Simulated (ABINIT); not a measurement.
Planning a run of ABINIT 10.8.3 on K2NaYF6 (Fm-3m). The input:

```
acell 3*1.0 Angstrom
rprim 
  -0.000000000000 4.458286000000 4.458286000000
  4.458286000000 0.000000000000 4.458286000000
  4.458286000000 4.458286000000 0.000000000000
ntypat 4
znucl 19 11 39 9
natom 10
typat 1 1 2 3 4 4 4 4 4 4
xred 
  0.750000000000 0.750000000000 0.750000000000
  0.250000000000 0.250000000000 0.250000000000
  0.500000000000 0.500000000000 0.500000000000
  0.000000000000 -0.000000000000 0.000000000000
  0.755598000000 0.244402000000 0.244402000000
  0.244402000000 0.244402000000 0.755598000000
  0.244402000000 0.755598000000 0.755598000000
  0.244402000000 0.755598000000 0.244402000000
  0.755598000000 0.244402000000 0.755598000000
  0.755598000000 0.755598000000 0.244402000000
pp_dirpath "pseudos"
pseudos "K.upf, Na.upf, Y.upf, F.upf"
ecut 38
ngkpt 2 2 2
nshiftk 1
shiftk 0 0 0
kptopt 1
chksymbreak 0
istwfk *1
occopt 1
irdwfk 1
optdriver 4
nband 255
gwcalctyp 10
ecutsigx 38
symsigma 1
nkptgw 3
kptgw 
  0.0000000000 0.0000000000 0.0000000000
  0.5000000000 0.0000000000 0.0000000000
  0.5000000000 0.5000000000 0.0000000000
bdgw 
  23 53
  23 53
  23 53
ecuteps 4.8
irdscr 1
ppmodel 1
irdqps 1
indata_prefix "in"
outdata_prefix "out"
tmpdata_prefix "tmp"
```

```sh
OMP_NUM_THREADS=1 mpirun -n 4 abinit run.abi > log
```

Estimate wall time and host memory on 4 MPI ranks of Arm Neoverse V2, shared host.

It took 5.6 min; on shared hardware allow 2.8 min to 11 min. Peak host memory was 4.6 GiB.

[Paths, hosts, dates, memory and timing lines, banners, echoed tables and standing remarks are left out of the program output.]

[Logs are printed without paths, hosts, clocks, repeated set-up lines and the standing remarks that a program may print on its own settings, such as how far it seeks lower states.]

[Runs of the session that timed out or met a known fault of the program may be left out.]

[Hosts, paths, dates, database ids (printed as entryN), source tags and the programs' standing remarks are cut or masked in the printed files.]

[G0W0 gaps are taken among the corrected bands and points alone; a level outside them can change the order at an edge.]

[Where Ansatz stands beside ABINIT at settings called matched, ABINIT's density can come from a denser mesh and the files from another edition; pairs whose starting gaps differed by over 0.03 eV were left out, so agreement reads better than it is.]
